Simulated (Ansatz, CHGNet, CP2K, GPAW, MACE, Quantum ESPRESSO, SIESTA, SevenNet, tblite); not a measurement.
# Random wurtzite alloy of AlN and GaN (72 atoms): other programs against plane waves

Aim: forces, pressure and gap of random wurtzite alloy of AlN and GaN (72 atoms) at one geometry, from other programs and methods, against plane-wave PBE.

Results are calculated, not measured.

**1. The structure**

The cell holds 72 atoms (22 Ga, 36 N and 14 Al), with edges of 9.48, 9.48 and 10.21 Å. Recipe: wurtzite AlN, 3 x 3 x 2 conventional cells, 22 of 36 Al sites given to Ga at random (x = 0.611), lattice by Vegard's rule (a = 3.159 Å, c = 5.106 Å); not relaxed, displaced by a Gaussian of 0.02 Å. Then every atom was moved at random, 0.02 Å r.m.s. a Cartesian component. The density is 5.05 g/cm³.

**2. The reference input**

Quantum ESPRESSO 7.5: Kohn-Sham DFT, PBE, SSSP efficiency 1.3.0 pseudopotentials, plane waves. Its input, pw.in:

```
&control
  calculation = 'scf'
  pseudo_dir = './pseudo'
  outdir = './tmp'
  disk_io = 'none'
  tprnfor = .true.
  tstress = .true.
/
&system
  ibrav = 0
  nat = 72
  ntyp = 3
  ecutwfc = 60
  ecutrho = 480
  nosym = .true.
  occupations = 'smearing'
  smearing = 'fd'
  degauss = 0.003675
/
&electrons
  conv_thr = 3.6e-07
  electron_maxstep = 100
  mixing_beta = 0.4
  mixing_mode = 'plain'
  diagonalization = 'david'
/
ATOMIC_SPECIES
Ga 69.723 Ga.upf
N 14.007 N.upf
Al 26.982 Al.upf
CELL_PARAMETERS angstrom
9.47730 0.00000 0.00000
-4.73865 8.20758 0.00000
0.00000 0.00000 10.21220
ATOMIC_POSITIONS crystal
Ga 0.99826 0.99957 0.00071
N 0.11045 0.22660 0.06419
Al 0.10817 0.22301 0.24890
N 0.99520 0.00472 0.30887
[... 66 atom lines left out ...]
Ga 0.77466 0.88981 0.74833
N 0.65921 0.66572 0.81189
K_POINTS gamma
```

```console
$ OMP_NUM_THREADS=1 mpirun -np 2 pw.x -in pw.in > output.txt
```

The job ended after 8 min (2 MPI ranks of Arm Neoverse V1, shared host; peak memory 2.5 GiB; 16 min of CPU time).

It converged with an r.m.s. force component of 0.76 eV/Å and a pressure of 5.7 GPa.

Its highest filled and lowest empty levels lie 2.66 eV apart on its k-points.

**3. What was run beside it**

- CHGNet: machine-learned potential, published weights.
- CP2K 2026.2: Gaussian basis with GTH pseudopotentials and a plane-wave density; labels give functional, basis (MOLOPT sets; SR short-range, UZH the newer set with its own potentials), grid cutoff/relative cutoff and solver (OT: orbital transformation; TRS4, TC2, SIGN: linear-scaling purification with its sparsity filter), or its built-in tight binding.
- GPAW 26.7.0: PAW with atomic orbitals (LCAO), plane waves or a real-space grid of spacing h.
- MACE: machine-learned potential, published weights.
- SIESTA 5.4.2: numerical atomic orbitals, whose automatically made sets are far from complete, with PseudoDojo norm-conserving potentials that we converted to its format (checked against plane waves on the same files for H, C, O, Si, Ge and Ca alone); labels give functional, basis size, energy shift and mesh cutoff.
- SevenNet: machine-learned potential, published weights.
- tblite 0.8.0: extended tight binding, driven from Python.

All use the same cell and atoms, and the electronic-structure runs the same k-mesh.

**4. Side by side**

Differences are against the reference: forces as r.m.s. over components, share as that over the reference's r.m.s. force, slope as the fitted ratio of a run's forces to the reference's.

| run | Δ force, r.m.s. (meV/Å) | share (%) | slope | Δ pressure (GPa) | Δ gap (eV) | cores | CPU time | memory (GiB) |
| --- | --- | --- | --- | --- | --- | --- | --- | --- |
| reference | - | - | - | - | - | 2 | 16 min | 2.5 |
| CHGNet 0.3.0 potential | 204 | 27.0 | 0.741 | -0.999 | - | 1 | 4.1 s | 0.89 |
| CP2K PBE, SZV-MOLOPT-SR, 800/50 Ry, OT CG (coarse) | 244 | 32.2 | 1.111 | 9.72 | 0.0747 | 2 | 16 min | 1.8 |
| CP2K PBE, SZV-MOLOPT-SR, 800/50 Ry, TRS4 filter 1e-04, SCF 1e-05 (coarse) | 265 | 35.0 | 1.133 | 10.2 | - | 2 | 89 s | 1.8 |
| CP2K PBE, SZV-MOLOPT-SR, 800/50 Ry, TRS4 filter 1e-06, SCF 1e-06 (coarse) | 240 | 31.7 | 1.104 | 9.72 | - | 2 | 2.2 min | 1.8 |
| CP2K PBE, SZV-MOLOPT-SR, 800/50 Ry, TRS4 filter 1e-07, SCF 1e-07 (coarse) | 246 | 32.5 | 1.113 | 9.72 | - | 2 | 2.9 min | 1.8 |
| GPAW PBE, LCAO dzp, h 0.18 Å | 315 | 41.6 | 1.351 | - | -0.006 | 1 | 5.6 min | 1.3 |
| GPAW PBE, LCAO sz(dzp), h 0.18 Å (coarse) | 331 | 43.6 | 1.399 | - | 0.0192 | 1 | 65 s | 0.95 |
| MACE MPA-0 medium potential | 75.8 | 10.0 | 0.949 | -0.658 | - | 1 | 10 s | 1.1 |
| SIESTA PBE, DZP, shift 0.01 Ry, mesh 150 Ry (coarse) | 40.8 | 5.38 | 1.039 | 2.99 | 0.065 | 2 | 2.5 min | 0.88 |
| SIESTA PBE, DZP, shift 0.01 Ry, mesh 500 Ry | 44.0 | 5.80 | 1.043 | 2.57 | 0.0639 | 2 | 12 min | 2.6 |
| SevenNet 0 potential | 83.9 | 11.1 | 0.912 | -0.521 | - | 1 | 9.7 s | 0.95 |
| tblite GFN1-xTB | 313 | 41.4 | 0.706 | 14.5 | - | 1 | 7.7 s | 0.12 |

Rows marked coarse were listed beforehand as settings not expected to be converged; some can still land near the reference.

Times of the machine-learned potentials are mostly Python's start and the loading of weights.

CPU time is summed over cores on shared hosts, so it is rough.

**5. Findings**

Forces lie from 5.4 % (SIESTA PBE, DZP, shift 0.01 Ry, mesh 150 Ry, coarse) to 44 % (GPAW PBE, LCAO sz(dzp), h 0.18 Å, coarse) of the reference's r.m.s. force of 0.76 eV/Å away from it. The PBE runs in local orbitals, coarse settings apart, differ by 5.8 % (SIESTA PBE, DZP, shift 0.01 Ry, mesh 500 Ry) to 42 % (GPAW PBE, LCAO dzp, h 0.18 Å); basis, grid and potentials can all enter. Tight binding differs by 41 % (tblite GFN1-xTB); it is another model, with fitted parameters of its own, and the xTB methods hold dispersion. Machine-learned potentials differ by 10 % (MACE MPA-0 medium potential) to 27 % (CHGNet 0.3.0 potential); they were trained on other programs' data. Among those trained on PBE data the slope goes as low as 0.74, which softening far from their training structures can give, though the reference's k-sampling is untested too.

Runs with settings chosen to be coarse differ by 5.4 % (SIESTA PBE, DZP, shift 0.01 Ry, mesh 150 Ry) to 44 % (GPAW PBE, LCAO sz(dzp), h 0.18 Å), their programs' other errors included. GPAW PBE, LCAO sz(dzp), h 0.18 Å stiffens the forces by a factor of 1.40 while following their directions (correlation 0.992); the slopes of the 2 GPAW runs lie between 1.35 and 1.40. From SIESTA PBE, DZP, shift 0.01 Ry, mesh 150 Ry to the finer SIESTA PBE, DZP, shift 0.01 Ry, mesh 500 Ry the share goes from 5.38 to 5.80 %, so the grid isn't what parts these runs from the reference. Pressures at PBE, coarse settings apart, lie +2.57 GPa from the reference's. Gaps at PBE, coarse settings apart, lie -0.01 to +0.06 eV from the reference's, on k-points that hold the band edges only if these fold onto them.

Caveats: Periodic xTB results under one method name differ between programs and library versions. The potentials hold different valence shells: 508 electrons in the reference, 288 in GPAW; this bears on time and differences. GPAW's setups keep the filled d shell of Ga in the core. The reference's pressure holds the uncorrected Pulay stress of its 60 Ry basis, so small pressure differences may be the reference's own error. GPAW's Ga setup keeps the 3d shell in the core. Machine-learned potentials mimic data converged in k, so the reference's own k-point error enters their differences. The host structure and its lattice constant were typed by rule, without a check against the phase diagram. The electronic-structure runs sample only Γ, in a cell whose shortest periodic width is 8 Å. The reference's pressure of 5.7 GPa reflects the volume that the recipe set, positions that aren't this level's minimum and the coarse k-sampling. The reference's 60/480 Ry lie under the cutoffs that SSSP recommends for Ga (70/560 Ry). Spin–orbit coupling is left out. Where levels are smeared, the DFT runs use Fermi–Dirac occupations at 580 K (0.05 eV), and energies are free energies. The atoms were displaced at random, and shares hang on the size of the forces that this gives. The reference's cutoffs and mesh weren't converged further here.

[Logs are printed without paths, hosts, clocks, repeated set-up lines and the standing remarks that a program may print on its own settings, such as how far it seeks lower states.]

[Hosts, paths, dates, database ids (printed as entryN), source tags and the programs' standing remarks are cut or masked in the printed files.]

[Cells were taken only where this reference lay near another plane-wave run.]
